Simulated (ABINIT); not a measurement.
# Quasiparticle gap of CdTe (F-43m) in ABINIT

Wanted: ground state, empty states, screening and self-energy for CdTe (F-43m).

Main program and level: ABINIT 10.8.3; PBE and many-body steps on it, plane waves.

**The experiments to reproduce.**

- Gap 1.32 ± 0.02 eV: direct optical gap from Tauc analysis, 2.5 h deposition; UV-vis diffuse reflectance; film (electrodeposited 2.5 h on FTO, nearly stoichiometric) (“Electrodeposition of CdTe Thin Films for Solar Energy Water Splitting”, 2020, pmc:7177234).

- Gap 1.592 eV: near-band-edge L1 bound-exciton energy extrapolated to 0 K (Varshni), slightly below the true gap; temperature-dependent photoluminescence; 0 K; bulk crystal (vertical Bridgman single crystal) (“Photoluminescence characteristics of Cd1-xMnxTe single crystals grown by the vertical Bridgman method”, 2012, pmc:3275455).

- Gap 1.48 ± 0.02 eV: direct optical gap from Tauc analysis, 1.5 h deposition; UV-vis diffuse reflectance; film (electrodeposited 1.5 h on FTO, Te-rich) (“Electrodeposition of CdTe Thin Films for Solar Energy Water Splitting”, 2020, pmc:7177234).

**1. Set-up**

The structure is cubic, space group F-43m (No. 216). Conventional cell: a = 6.480 Å, b = 6.480 Å, c = 6.480 Å, α = 90.00°, β = 90.00°, γ = 90.00°. Nearest to Cd lie 4 Te at 2.81 Å. Te has 4 Cd at 2.81 Å nearest. Farther neighbours, and contacts between anions beyond the nearest, are not listed.

The cell and positions come from the Crystallography Open Database and are kept as given unless a step says otherwise.

**2. Ground state**

This step: ABINIT 10.8.3; DFT, PBE, plane waves, norm-conserving pseudopotentials.

The ground-state density comes first.

File run.abi:

```
acell 3*1.0 Angstrom
rprim 
  0.000000000000 3.240000000000 3.240000000000
  3.240000000000 0.000000000000 3.240000000000
  3.240000000000 3.240000000000 0.000000000000
ntypat 2
znucl 48 52
natom 2
typat 1 2
xred 
  0.000000000000 0.000000000000 0.000000000000
  0.250000000000 0.250000000000 0.250000000000
pp_dirpath "pseudos"
pseudos "Cd.upf, Te.upf"
ecut 47
ngkpt 6 6 6
nshiftk 1
shiftk 0 0 0
kptopt 1
chksymbreak 0
nband 27
occopt 1
tolvrs 1e-10
nstep 60
prtwf 0
optforces 0
optstress 0
indata_prefix "in"
outdata_prefix "out"
tmpdata_prefix "tmp"
```

Run with:

```sh
$ OMP_NUM_THREADS=1 mpirun -n 4 abinit run.abi > log
```

Output:

```text
.Version 10.8.3 of ABINIT. v10.8.2 released Aug 2026.

 Symmetries : space group F-4 3 m (#216); Bravais cF (face-center cubic)
================================================================================
 Values of the parameters that define the memory need of the present run
     intxc =       0    ionmov =       0      iscf =       7    lmnmax =       8
     lnmax =       8     mgfft =      54  mpssoang =       4    mqgrid =    3001
     natom =       2  nloc_mem =       1    nspden =       1   nspinor =       1
    nsppol =       1      nsym =      24    n1xccc =    2501    ntypat =       2
    occopt =       1   xclevel =       2
-    mband =          27        mffmem =           1         mkmem =           4
       mpw =        7099          nfft =      157464          nkpt =          16
================================================================================
  Rough estimation (10% accuracy) of disk space for files :
================================================================================

--------------------------------------------------------------------------------
------------- Echo of variables that govern the present computation ------------
--------------------------------------------------------------------------------
 -outvars: echo values of preprocessed input variables --------
            acell      1.8897261259E+00  1.8897261259E+00  1.8897261259E+00 Bohr

      chksymbreak           0
             ecut      4.70000000E+01 Hartree
-          fftalg         312

              ixc     -101130
              kpt      0.00000000E+00  0.00000000E+00  0.00000000E+00
                       1.66666667E-01  0.00000000E+00  0.00000000E+00
                       3.33333333E-01  0.00000000E+00  0.00000000E+00
                       5.00000000E-01  0.00000000E+00  0.00000000E+00
                       1.66666667E-01  1.66666667E-01  0.00000000E+00
                       3.33333333E-01  1.66666667E-01  0.00000000E+00
                       5.00000000E-01  1.66666667E-01  0.00000000E+00
                      -3.33333333E-01  1.66666667E-01  0.00000000E+00
                      -1.66666667E-01  1.66666667E-01  0.00000000E+00
   [... 5 further rows ...]
                      -3.33333333E-01  3.33333333E-01  1.66666667E-01
                      -3.33333333E-01  5.00000000E-01  1.66666667E-01
         kptrlatt        6    0    0      0    6    0      0    0    6
          kptrlen      5.19529396E+01
P           mkmem           4
            natom           2
            nband          27
            ngfft          54      54      54
             nkpt          16
            nstep          60
             nsym          24
           ntypat           2
              occ      2.000000  2.000000  2.000000  2.000000  2.000000  2.000000
                       2.000000  2.000000  2.000000  2.000000  2.000000  2.000000
                       2.000000  2.000000  2.000000  2.000000  2.000000  2.000000
                       2.000000  2.000000  2.000000  2.000000  0.000000  0.000000
[...]
optforces           0
        optstress           0
            prtwf           0
            rprim      0.0000000000E+00  3.2400000000E+00  3.2400000000E+00
[...]
spgroup         216

           tolvrs      1.00000000E-10

             xred      0.0000000000E+00  0.0000000000E+00  0.0000000000E+00
[...]
znucl       48.00000   52.00000

================================================================================

 chkinp: Checking input parameters for consistency.

================================================================================
== DATASET  1 ==================================================================
-   mpi_nproc: 4, omp_nthreads: 1 (-1 if OMP is not activated)

--- !DatasetInfo
iteration_state: {dtset: 1, }
dimensions: {natom: 2, nkpt: 16, mband: 27, nsppol: 1, nspinor: 1, nspden: 1, mpw: 7099, }
cutoff_energies: {ecut:  47.0, pawecutdg:  -1.0, }
electrons: {nelect:   4.40000000E+01, charge:   0.00000000E+00, occopt:   1.00000000E+00, tsmear:   1.00000000E-02, }

 Real(R)+Recip(G) space primitive vectors, cartesian coordinates (Bohr,Bohr^-1):
 R(1)=  0.0000000  6.1227126  6.1227126  G(1)= -0.0816631  0.0816631  0.0816631
 R(2)=  6.1227126  0.0000000  6.1227126  G(2)=  0.0816631 -0.0816631  0.0816631
 R(3)=  6.1227126  6.1227126  0.0000000  G(3)=  0.0816631  0.0816631 -0.0816631
 Unit cell volume ucvol=  4.5905173E+02 bohr^3
 Angles (23,13,12)=  6.00000000E+01  6.00000000E+01  6.00000000E+01 degrees

 getcut: wavevector=  0.0000  0.0000  0.0000  ngfft=  54  54  54
         ecut(hartree)=     47.000   => boxcut(ratio)=   2.02148

--- Pseudopotential description ------------------------------------------------
- Cd Generated using ONCVPSP code by D. R. Hamann
- 48.00000  20.00000  171031                  znucl, zion, pspdat
12 -101130 2 -1 1368                          pspcod,pspxc,lmax,lloc,mmax
     nproj     2     2     2     0
  pspatm : epsatm=   19.67729986
         --- l  ekb(1:nproj) -->
[...]
pspatm: atomic psp has been read  and splines computed

- Te Generated using ONCVPSP code by D. R. Hamann
- 52.00000  24.00000  220131                  znucl, zion, pspdat
12 -101130 3 -1 1294                          pspcod,pspxc,lmax,lloc,mmax
     nproj     2     2     2     2
  pspatm : epsatm=   28.89495404
         --- l  ekb(1:nproj) -->
[...]
pspatm: atomic psp has been read  and splines computed

   2.13717917E+03                                ecore*ucvol(ha*bohr**3)
--------------------------------------------------------------------------------

_setup2: Arith. and geom. avg. npw (full set) are    7068.301    7068.284

================================================================================

--- !BeginCycle
iteration_state: {dtset: 1, }
solver: {iscf: 7, nstep: 60, nline: 4, wfoptalg: 0, }
tolerances: {tolvrs: 1.00E-10, }

     iter   Etot(hartree)      deltaE(h)  residm     vres2
 ETOT  1  -455.01451075098    -4.550E+02 5.250E-01 3.250E+02
 ETOT  2  -455.67603146776    -6.615E-01 1.543E-02 1.512E+02
 ETOT  3  -455.69372177424    -1.769E-02 7.941E-04 3.237E+00
 ETOT  4  -455.69383783588    -1.161E-04 1.955E-04 1.309E+00
 ETOT  5  -455.69391768050    -7.984E-05 9.521E-05 1.957E-01
 ETOT  6  -455.69394047356    -2.279E-05 6.636E-05 1.669E-02
 ETOT  7  -455.69394135313    -8.796E-07 4.673E-05 7.624E-04
 ETOT  8  -455.69394139116    -3.803E-08 3.583E-05 2.327E-05
 ETOT  9  -455.69394139298    -1.820E-09 2.608E-05 1.724E-06
 ETOT 10  -455.69394139315    -1.739E-10 2.059E-05 8.402E-08
 ETOT 11  -455.69394139315     6.082E-12 1.461E-05 2.478E-09
 ETOT 12  -455.69394139313     1.506E-11 1.183E-05 2.398E-11

 At SCF step   12       vres2   =  2.40E-11 < tolvrs=  1.00E-10 =>converged.

--- !ResultsGS
iteration_state: {dtset: 1, }
comment   : Summary of ground state results
lattice_vectors:
- [  0.0000000,   6.1227126,   6.1227126, ]
- [  6.1227126,   0.0000000,   6.1227126, ]
- [  6.1227126,   6.1227126,   0.0000000, ]
lattice_lengths: [   8.65882,    8.65882,    8.65882, ]
lattice_angles: [ 60.000,  60.000,  60.000, ] # degrees, (23, 13, 12)
lattice_volume:   4.5905173E+02
convergence: {deltae:  1.506E-11, res2:  2.398E-11, residm:  1.183E-05, diffor:  0.000E+00, }
etotal    :  -4.55693941E+02
entropy   :   0.00000000E+00
fermie    :   1.98221920E-01
cartesian_stress_tensor: null
pressure_GPa: null
xred      :
- [  0.0000E+00,   0.0000E+00,   0.0000E+00, Cd]
- [  2.5000E-01,   2.5000E-01,   2.5000E-01, Te]
cartesian_forces: null
force_length_stats: {min: null, max: null, mean: null, }

 Integrated electronic density in atomic spheres:
 ------------------------------------------------
 Atom  Sphere_radius  Integrated_density
    1        2.00000         17.16315695
    2        2.00000         19.94816551
================================================================================

 ----iterations are completed or convergence reached----

 Mean square residual over all n,k,spin=   27.379E-09; max=  11.825E-06
 reduced coordinates (array xred) for    2 atoms
       0.000000      0.000000      0.000000
       0.250000      0.250000      0.250000
 rms dE/dt=  0.0000E+00; max dE/dt=  0.0000E+00; dE/dt below (all hartree)
    1       0.000000      0.000000      0.000000
    2       0.000000      0.000000      0.000000

 cartesian coordinates (angstrom) at end:
    1      0.000000     0.000000     0.000000
    2      1.620000     1.620000     1.620000
 length scales=  1.889726  1.889726  1.889726 bohr
              =  1.000000  1.000000  1.000000 angstroms
 prteigrs : about to open file out_EIG
 Fermi (or HOMO) energy (hartree) =   0.19822   Average Vxc (hartree)=  -0.33179
 Eigenvalues (hartree) for nkpt=  16  k points:
 kpt#   1, nband= 27, wtk=  0.00463, kpt=  0.0000  0.0000  0.0000 (reduced coord)
  -5.63480   -3.79831   -3.79831   -3.79831   -3.55711   -2.12531   -2.12531   -2.12531
  -1.12571   -1.12571   -1.12571   -1.12542   -1.12542   -0.21246   -0.10626   -0.10626
  -0.10626   -0.09670   -0.09670    0.19822    0.19822    0.19822    0.22653    0.36807
   0.36807    0.36807    0.47246
 prteigrs : prtvol=0 or 1, do not print more k-points.

--- !EnergyTerms
iteration_state     : {dtset: 1, }
comment             : Components of total free energy in Hartree
kinetic             :  1.564656E+02
hartree             :  1.703106E+02
xc                  : -6.035471E+01
Ewald energy        : -2.141487E+02
psp_core            :  4.655639E+00
local_psp           : -5.086249E+02
non_local_psp       : -3.997385E+00
total_energy        : -4.556939E+02
total_energy_eV     : -1.240006E+04
band_energy         : -6.584216E+01

== END DATASET(S) ==============================================================
================================================================================

 -outvars: echo values of variables after computation  --------
           etotal     -4.5569394139E+02
            nband          27
             nkpt          16
          spgroup         216
 [... the other variables as echoed above ...]

 Calculation completed.
```

The job ended after 42 s (4 MPI ranks of Arm Neoverse V1, shared host; peak memory 0.42 GiB; 2.8 min of CPU time).

Read from the output:

```yaml
total_energy: -12400.0638 eV
gap: 0.7704 eV
k_of_the_valence_top: 0, 0, 0
k_of_the_conduction_bottom: 0, 0, 0
least_direct_gap: 0.7704 eV
```

The gap is direct, at Γ.

[end of part 1 of 3]

[Long decimals in the printed logs are rounded to 6 places.]

[Logs are printed without paths, hosts, clocks, repeated set-up lines and the standing remarks that a program may print on its own settings, such as how far it seeks lower states.]

[Paths, hosts, dates, memory and timing lines, banners, echoed tables and standing remarks are left out of the program output; an Ansatz launch command may be rebuilt from the run's recorded settings. Measured values are a selection of at most five: reports struck by readers or far from the other reports are left out. None is set beside runs whose start may be inverted or whose files or cutoffs have a known fault.]

[Runs of the session that timed out or met a known fault of the program may be left out.]

[Hosts, paths, dates, database ids (printed as entryN), source tags and the programs' standing remarks are cut or masked in the printed files.]

[G0W0 gaps are taken among the corrected bands and points alone; a level outside them can change the order at an edge.]

[Where Ansatz stands beside ABINIT at settings called matched, ABINIT's density can come from a denser mesh and the files from another edition; pairs whose starting gaps differed by over 0.03 eV were left out, so agreement reads better than it is.]
